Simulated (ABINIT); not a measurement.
# Mg3SnS (Pm-3m): zone-centre phonons, part 4 of 4

Which modes does Mg3SnS (Pm-3m) have at the zone centre?

ABINIT 10.8.3; DFT LDA, scalar-relativistic, plane waves, HGH norm-conserving pseudopotentials.

So far. Step 7 (Linear response at Γ): The acoustic modes at Γ come out as far as 2.6 cm⁻¹ from zero, where they should vanish, a small numerical error. The lowest optical mode is imaginary, 118i cm⁻¹, an instability at this level and on this k mesh. Step 8 (Zone-centre analysis): The rule moves no optical mode by more than 0.1 cm⁻¹. The relaxed cell has a = 4.722 Å (conventional setting).

The structure was built from a prototype and need not be the compound's stable phase.

## Step 9: Sum rules set otherwise (asr 0)

Without the rule the raw error of the acoustic modes shows.

The input, anaddb.abi:

```
ddb_filepath "gamma_DDB"
output_file "anaddb.abo"
outdata_prefix "anaddb"
asr 0
chneut 0
enunit 2
eivec 1
nph1l 1
qph1l 0.0 0.0 0.0 1.0
```

The input, mrgddb.in:

```
gamma_DDB
merged
2
dfpt_gammao_DDB
gso_DDB
```

Launch:

```bash
$ mrgddb < mrgddb.in > mrgddb.log
$ OMP_NUM_THREADS=1 anaddb anaddb.abi > anaddb.log
```

anaddb.abo, the main output file:

```text
-outvars_anaddb: echo values of input variables ----------------------

 Miscellaneous information :
      enunit         2
       eivec         1
      chneut         0
 First list of wavevector (reduced coord.) :
       nph1l         1
       qph1l
                     0.00000000E+00  0.00000000E+00  0.00000000E+00    1.000E+00

================================================================================

 read the DDB information and perform some checks

  ==== Info on the Cryst% object ====
 Real(R)+Recip(G) space primitive vectors, cartesian coordinates (Bohr,Bohr^-1):
 R(1)=  8.9229846  0.0000000  0.0000000  G(1)=  0.1120701  0.0000000  0.0000000
 R(2)=  0.0000000  8.9229846  0.0000000  G(2)=  0.0000000  0.1120701  0.0000000
 R(3)=  0.0000000  0.0000000  8.9229846  G(3)=  0.0000000  0.0000000  0.1120701
 Unit cell volume ucvol=  7.1044494E+02 bohr^3
 Angles (23,13,12)=  9.00000000E+01  9.00000000E+01  9.00000000E+01 degrees
 Time-reversal symmetry is present
 Reduced atomic positions [iatom, xred, symbol]:
    1)    0.0000000  0.0000000  0.0000000  Sn
    2)    0.5000000  0.5000000  0.5000000   S
    3)    0.5000000  0.5000000  0.0000000  Mg
    4)    0.5000000  0.0000000  0.5000000  Mg
    5)    0.0000000  0.5000000  0.5000000  Mg

 DDB file with 3 blocks has been read.

================================================================================

 Treat the first list of vectors

  Phonon wavevector (reduced coordinates) :  0.00000  0.00000  0.00000
 Phonon energies in Hartree :
  -5.365371E-04 -5.365371E-04 -5.365371E-04 -4.809107E-04 -4.809107E-04
  -4.809107E-04 -1.172866E-05 -1.172866E-05 -1.172866E-05  4.270818E-04
   4.270818E-04  4.270818E-04  2.027939E-03  2.027939E-03  2.027939E-03
 Phonon energies in meV     :
- -1.459992E+01 -1.459992E+01 -1.459992E+01 -1.308625E+01 -1.308625E+01
- -1.308625E+01 -3.191531E-01 -3.191531E-01 -3.191531E-01  1.162149E+01
-  1.162149E+01  1.162149E+01  5.518302E+01  5.518302E+01  5.518302E+01
 Phonon frequencies in cm-1    :
- -1.177563E+02 -1.177563E+02 -1.177563E+02 -1.055477E+02 -1.055477E+02
- -1.055477E+02 -2.574143E+00 -2.574143E+00 -2.574143E+00  9.373363E+01
-  9.373363E+01  9.373363E+01  4.450811E+02  4.450811E+02  4.450811E+02
 Phonon frequencies in Thz     :
- -3.530244E+00 -3.530244E+00 -3.530244E+00 -3.164240E+00 -3.164240E+00
- -3.164240E+00 -7.717088E-02 -7.717088E-02 -7.717087E-02  2.810064E+00
-  2.810064E+00  2.810064E+00  1.334320E+01  1.334320E+01  1.334320E+01
 Phonon energies in Kelvin  :
- -1.694250E+02 -1.694250E+02 -1.694250E+02 -1.518596E+02 -1.518596E+02
- -1.518596E+02 -3.703618E+00 -3.703618E+00 -3.703618E+00  1.348618E+02
-  1.348618E+02  1.348618E+02  6.403724E+02  6.403724E+02  6.403724E+02

 Eigendisplacements
 (will be given, for each mode : in cartesian coordinates
   for each atom the real part of the displacement vector,
   then the imaginary part of the displacement vector - absolute values smaller than 1.0d-7 are set to zero)
  Mode number    1   Energy   -5.365371E-04
 Attention : low frequency mode.
   (Could be unstable or acoustic mode)
-  1  0.00000000E+00  0.00000000E+00  4.99287796E-04
-     0.00000000E+00  0.00000000E+00  0.00000000E+00
-  2  0.00000000E+00  0.00000000E+00  1.70336914E-03
-     0.00000000E+00  0.00000000E+00  0.00000000E+00
-  3  0.00000000E+00  0.00000000E+00  1.04812150E-03
-     0.00000000E+00  0.00000000E+00  0.00000000E+00
-  4  0.00000000E+00  0.00000000E+00 -2.86588372E-03
-     0.00000000E+00  0.00000000E+00  0.00000000E+00
-  5  0.00000000E+00  0.00000000E+00 -2.86588372E-03
-     0.00000000E+00  0.00000000E+00  0.00000000E+00
  Mode number    2   Energy   -5.365371E-04
 Attention : low frequency mode.
   (Could be unstable or acoustic mode)
-  1  0.00000000E+00  4.99287796E-04  0.00000000E+00
-     0.00000000E+00  0.00000000E+00  0.00000000E+00
-  2  0.00000000E+00  1.70336914E-03  0.00000000E+00
-     0.00000000E+00  0.00000000E+00  0.00000000E+00
-  3  0.00000000E+00 -2.86588372E-03  0.00000000E+00
-     0.00000000E+00  0.00000000E+00  0.00000000E+00
-  4  0.00000000E+00  1.04812150E-03  0.00000000E+00
-     0.00000000E+00  0.00000000E+00  0.00000000E+00
-  5  0.00000000E+00 -2.86588372E-03  0.00000000E+00
-     0.00000000E+00  0.00000000E+00  0.00000000E+00
  Mode number    3   Energy   -5.365371E-04
 Attention : low frequency mode.
   (Could be unstable or acoustic mode)
-  1  4.99287796E-04  0.00000000E+00  0.00000000E+00
-     0.00000000E+00  0.00000000E+00  0.00000000E+00
-  2  1.70336914E-03  0.00000000E+00  0.00000000E+00
-     0.00000000E+00  0.00000000E+00  0.00000000E+00
-  3 -2.86588372E-03  0.00000000E+00  0.00000000E+00
-     0.00000000E+00  0.00000000E+00  0.00000000E+00
-  4 -2.86588372E-03  0.00000000E+00  0.00000000E+00
-     0.00000000E+00  0.00000000E+00  0.00000000E+00
-  5  1.04812150E-03  0.00000000E+00  0.00000000E+00
-     0.00000000E+00  0.00000000E+00  0.00000000E+00
  Mode number    4   Energy   -4.809107E-04
 Attention : low frequency mode.
   (Could be unstable or acoustic mode)
-  1  0.00000000E+00  0.00000000E+00  0.00000000E+00
-     0.00000000E+00  0.00000000E+00  0.00000000E+00
-  2  0.00000000E+00  0.00000000E+00  0.00000000E+00
-     0.00000000E+00  0.00000000E+00  0.00000000E+00
-  3  0.00000000E+00  0.00000000E+00  0.00000000E+00
-     0.00000000E+00  0.00000000E+00  0.00000000E+00
-  4  0.00000000E+00  0.00000000E+00  3.35936458E-03
-     0.00000000E+00  0.00000000E+00  0.00000000E+00
-  5  0.00000000E+00  0.00000000E+00 -3.35936458E-03
-     0.00000000E+00  0.00000000E+00  0.00000000E+00
  Mode number    5   Energy   -4.809107E-04
 Attention : low frequency mode.
   (Could be unstable or acoustic mode)
-  1  0.00000000E+00  0.00000000E+00  0.00000000E+00
-     0.00000000E+00  0.00000000E+00  0.00000000E+00
-  2  0.00000000E+00  0.00000000E+00  0.00000000E+00
-     0.00000000E+00  0.00000000E+00  0.00000000E+00
-  3  0.00000000E+00 -3.35936458E-03  0.00000000E+00
-     0.00000000E+00  0.00000000E+00  0.00000000E+00
-  4  0.00000000E+00  0.00000000E+00  0.00000000E+00
-     0.00000000E+00  0.00000000E+00  0.00000000E+00
-  5  0.00000000E+00  3.35936458E-03  0.00000000E+00
-     0.00000000E+00  0.00000000E+00  0.00000000E+00
  Mode number    6   Energy   -4.809107E-04
 Attention : low frequency mode.
   (Could be unstable or acoustic mode)
-  1  0.00000000E+00  0.00000000E+00  0.00000000E+00
-     0.00000000E+00  0.00000000E+00  0.00000000E+00
-  2  0.00000000E+00  0.00000000E+00  0.00000000E+00
-     0.00000000E+00  0.00000000E+00  0.00000000E+00
-  3  3.35936458E-03  0.00000000E+00  0.00000000E+00
-     0.00000000E+00  0.00000000E+00  0.00000000E+00
-  4 -3.35936458E-03  0.00000000E+00  0.00000000E+00
-     0.00000000E+00  0.00000000E+00  0.00000000E+00
-  5  0.00000000E+00  0.00000000E+00  0.00000000E+00
-     0.00000000E+00  0.00000000E+00  0.00000000E+00
  Mode number    7   Energy   -1.172866E-05
 Attention : low frequency mode.
   (Could be unstable or acoustic mode)
-  1  0.00000000E+00  0.00000000E+00 -1.56506847E-03
-     0.00000000E+00  0.00000000E+00  0.00000000E+00
-  2  0.00000000E+00  0.00000000E+00 -1.56728109E-03
-     0.00000000E+00  0.00000000E+00  0.00000000E+00
-  3  0.00000000E+00  0.00000000E+00 -1.56713204E-03
-     0.00000000E+00  0.00000000E+00  0.00000000E+00
-  4  0.00000000E+00  0.00000000E+00 -1.56692757E-03
-     0.00000000E+00  0.00000000E+00  0.00000000E+00
-  5  0.00000000E+00  0.00000000E+00 -1.56692757E-03
-     0.00000000E+00  0.00000000E+00  0.00000000E+00
  Mode number    8   Energy   -1.172866E-05
 Attention : low frequency mode.
   (Could be unstable or acoustic mode)
-  1  0.00000000E+00 -1.56506847E-03  0.00000000E+00
-     0.00000000E+00  0.00000000E+00  0.00000000E+00
-  2  0.00000000E+00 -1.56728109E-03  0.00000000E+00
-     0.00000000E+00  0.00000000E+00  0.00000000E+00
-  3  0.00000000E+00 -1.56692757E-03  0.00000000E+00
-     0.00000000E+00  0.00000000E+00  0.00000000E+00
-  4  0.00000000E+00 -1.56713204E-03  0.00000000E+00
-     0.00000000E+00  0.00000000E+00  0.00000000E+00
-  5  0.00000000E+00 -1.56692757E-03  0.00000000E+00
-     0.00000000E+00  0.00000000E+00  0.00000000E+00
  Mode number    9   Energy   -1.172866E-05
 Attention : low frequency mode.
   (Could be unstable or acoustic mode)
-  1  1.56506847E-03  0.00000000E+00  0.00000000E+00
-     0.00000000E+00  0.00000000E+00  0.00000000E+00
-  2  1.56728109E-03  0.00000000E+00  0.00000000E+00
-     0.00000000E+00  0.00000000E+00  0.00000000E+00
-  3  1.56692757E-03  0.00000000E+00  0.00000000E+00
-     0.00000000E+00  0.00000000E+00  0.00000000E+00
-  4  1.56692757E-03  0.00000000E+00  0.00000000E+00
-     0.00000000E+00  0.00000000E+00  0.00000000E+00
-  5  1.56713205E-03  0.00000000E+00  0.00000000E+00
-     0.00000000E+00  0.00000000E+00  0.00000000E+00
  Mode number   10   Energy    4.270818E-04
-  1  0.00000000E+00  0.00000000E+00  1.38638432E-03
-     0.00000000E+00  0.00000000E+00  0.00000000E+00
-  2  0.00000000E+00  0.00000000E+00 -2.34724292E-03
-     0.00000000E+00  0.00000000E+00  0.00000000E+00
-  3  0.00000000E+00  0.00000000E+00 -2.20005823E-03
-     0.00000000E+00  0.00000000E+00  0.00000000E+00
-  4  0.00000000E+00  0.00000000E+00 -7.32757693E-04
-     0.00000000E+00  0.00000000E+00  0.00000000E+00
-  5  0.00000000E+00  0.00000000E+00 -7.32757693E-04
-     0.00000000E+00  0.00000000E+00  0.00000000E+00
  Mode number   11   Energy    4.270818E-04
-  1  0.00000000E+00  1.38638432E-03  0.00000000E+00
-     0.00000000E+00  0.00000000E+00  0.00000000E+00
-  2  0.00000000E+00 -2.34724292E-03  0.00000000E+00
-     0.00000000E+00  0.00000000E+00  0.00000000E+00
-  3  0.00000000E+00 -7.32757693E-04  0.00000000E+00
-     0.00000000E+00  0.00000000E+00  0.00000000E+00
-  4  0.00000000E+00 -2.20005823E-03  0.00000000E+00
-     0.00000000E+00  0.00000000E+00  0.00000000E+00
-  5  0.00000000E+00 -7.32757693E-04  0.00000000E+00
-     0.00000000E+00  0.00000000E+00  0.00000000E+00
  Mode number   12   Energy    4.270818E-04
-  1  1.38638432E-03  0.00000000E+00  0.00000000E+00
-     0.00000000E+00  0.00000000E+00  0.00000000E+00
-  2 -2.34724292E-03  0.00000000E+00  0.00000000E+00
-     0.00000000E+00  0.00000000E+00  0.00000000E+00
-  3 -7.32757693E-04  0.00000000E+00  0.00000000E+00
-     0.00000000E+00  0.00000000E+00  0.00000000E+00
-  4 -7.32757693E-04  0.00000000E+00  0.00000000E+00
-     0.00000000E+00  0.00000000E+00  0.00000000E+00
-  5 -2.20005823E-03  0.00000000E+00  0.00000000E+00
-     0.00000000E+00  0.00000000E+00  0.00000000E+00
  Mode number   13   Energy    2.027939E-03
-  1  0.00000000E+00  0.00000000E+00  1.96921971E-05
-     0.00000000E+00  0.00000000E+00  0.00000000E+00
-  2  0.00000000E+00  0.00000000E+00 -2.49808956E-03
-     0.00000000E+00  0.00000000E+00  0.00000000E+00
-  3  0.00000000E+00  0.00000000E+00  3.76509535E-03
-     0.00000000E+00  0.00000000E+00  0.00000000E+00
-  4  0.00000000E+00  0.00000000E+00 -2.82568581E-04
-     0.00000000E+00  0.00000000E+00  0.00000000E+00
-  5  0.00000000E+00  0.00000000E+00 -2.82568581E-04
-     0.00000000E+00  0.00000000E+00  0.00000000E+00
  Mode number   14   Energy    2.027939E-03
-  1  0.00000000E+00  1.96921971E-05  0.00000000E+00
-     0.00000000E+00  0.00000000E+00  0.00000000E+00
-  2  0.00000000E+00 -2.49808956E-03  0.00000000E+00
-     0.00000000E+00  0.00000000E+00  0.00000000E+00
-  3  0.00000000E+00 -2.82568581E-04  0.00000000E+00
-     0.00000000E+00  0.00000000E+00  0.00000000E+00
-  4  0.00000000E+00  3.76509535E-03  0.00000000E+00
-     0.00000000E+00  0.00000000E+00  0.00000000E+00
-  5  0.00000000E+00 -2.82568581E-04  0.00000000E+00
-     0.00000000E+00  0.00000000E+00  0.00000000E+00
  Mode number   15   Energy    2.027939E-03
-  1  1.96921971E-05  0.00000000E+00  0.00000000E+00
-     0.00000000E+00  0.00000000E+00  0.00000000E+00
-  2 -2.49808956E-03  0.00000000E+00  0.00000000E+00
-     0.00000000E+00  0.00000000E+00  0.00000000E+00
-  3 -2.82568581E-04  0.00000000E+00  0.00000000E+00
-     0.00000000E+00  0.00000000E+00  0.00000000E+00
-  4 -2.82568581E-04  0.00000000E+00  0.00000000E+00
-     0.00000000E+00  0.00000000E+00  0.00000000E+00
-  5  3.76509535E-03  0.00000000E+00  0.00000000E+00
-     0.00000000E+00  0.00000000E+00  0.00000000E+00

 Analysis of degeneracies and characters (maximum tolerance=1.00E-06 a.u.)
 For each vibration mode, or group of modes if degenerate,
 the characters are given for each symmetry operation (see the list in the log file).
 Symmetry characters of vibration mode #   1
       degenerate with vibration modes #   2 to    3
  3.0 -3.0 -1.0  1.0 -1.0  1.0 -1.0  1.0  1.0 -1.0 -1.0  1.0  1.0 -1.0 -1.0  1.0
  0.0 -0.0  0.0 -0.0 -0.0  0.0 -0.0  0.0  1.0 -1.0 -1.0  1.0 -1.0  1.0  1.0 -1.0
  0.0 -0.0 -0.0  0.0 -0.0  0.0  0.0 -0.0  1.0 -1.0  1.0 -1.0 -1.0  1.0 -1.0  1.0
 Symmetry characters of vibration mode #   4
       degenerate with vibration modes #   5 to    6
  3.0 -3.0 -1.0  1.0 -1.0  1.0 -1.0  1.0 -1.0  1.0  1.0 -1.0 -1.0  1.0  1.0 -1.0
 -0.0  0.0 -0.0  0.0  0.0 -0.0  0.0 -0.0 -1.0  1.0  1.0 -1.0  1.0 -1.0 -1.0  1.0
 -0.0  0.0  0.0 -0.0  0.0 -0.0 -0.0  0.0 -1.0  1.0 -1.0  1.0  1.0 -1.0  1.0 -1.0
 Symmetry characters of vibration mode #   7
       degenerate with vibration modes #   8 to    9
  3.0 -3.0 -1.0  1.0 -1.0  1.0 -1.0  1.0  1.0 -1.0 -1.0  1.0  1.0 -1.0 -1.0  1.0
 -0.0  0.0 -0.0  0.0  0.0 -0.0  0.0 -0.0  1.0 -1.0 -1.0  1.0 -1.0  1.0  1.0 -1.0
 -0.0  0.0  0.0 -0.0  0.0 -0.0 -0.0  0.0  1.0 -1.0  1.0 -1.0 -1.0  1.0 -1.0  1.0
 Symmetry characters of vibration mode #  10
       degenerate with vibration modes #  11 to   12
  3.0 -3.0 -1.0  1.0 -1.0  1.0 -1.0  1.0  1.0 -1.0 -1.0  1.0  1.0 -1.0 -1.0  1.0
  0.0 -0.0 -0.0  0.0 -0.0  0.0 -0.0  0.0  1.0 -1.0 -1.0  1.0 -1.0  1.0  1.0 -1.0
  0.0 -0.0 -0.0  0.0 -0.0  0.0 -0.0  0.0  1.0 -1.0  1.0 -1.0 -1.0  1.0 -1.0  1.0
 Symmetry characters of vibration mode #  13
       degenerate with vibration modes #  14 to   15
  3.0 -3.0 -1.0  1.0 -1.0  1.0 -1.0  1.0  1.0 -1.0 -1.0  1.0  1.0 -1.0 -1.0  1.0
  0.0 -0.0 -0.0  0.0 -0.0  0.0  0.0 -0.0  1.0 -1.0 -1.0  1.0 -1.0  1.0  1.0 -1.0
  0.0 -0.0 -0.0  0.0  0.0 -0.0 -0.0  0.0  1.0 -1.0  1.0 -1.0 -1.0  1.0 -1.0  1.0
-
```

Elapsed: 0.51 s, on 1 thread of Arm Neoverse V1, shared host.

This step gave:

```yaml
lowest_optical_zone_centre_mode: -117.8 cm⁻¹
```

Zone-centre frequencies as printed; negative means imaginary. Modes:

```tsv
mode	frequency (cm⁻¹)
1	-117.8
2	-117.8
3	-117.8
4	-105.5
5	-105.5
6	-105.5
7	-2.57
8	-2.57
9	-2.57
10	93.73
11	93.73
12	93.73
13	445.1
14	445.1
15	445.1
```

## Step 10: What came out

```json
{
  "space group after relaxation": "Pm-3m",
  "volume per atom": "21.1 Å³",
  "highest optical zone-centre mode (no LO-TO term)": "445.1 cm⁻¹",
  "lowest optical zone-centre mode": "-117.7 cm⁻¹",
  "imaginary optical modes at the zone centre (no q mesh in this session)": "yes"
}
```

At the LDA level the optical modes of Mg3SnS (Pm-3m) at the zone centre run from 118i to 445 cm⁻¹, so the structure is a saddle point, with 6 modes beyond 10i cm⁻¹ there. These are harmonic frequencies at zero temperature: anharmonic shifts and linewidths and thermal expansion are left out. The HGH files keep few electrons and have no core correction, which is cheap but rough for Mg and Sn. In a metal the frequencies hang on the k mesh and the smearing, most of all near Kohn anomalies. The structure is a hypothetical one, built on a prototype.

[Host names and launcher messages were left out of these logs when they were recorded.]

[Logs are printed without paths, hosts, clocks, repeated set-up lines and the standing remarks that a program may print on its own settings, such as how far it seeks lower states.]

[Hosts, paths, dates, database ids (printed as entryN), source tags and the programs' standing remarks are cut or masked in the printed files.]
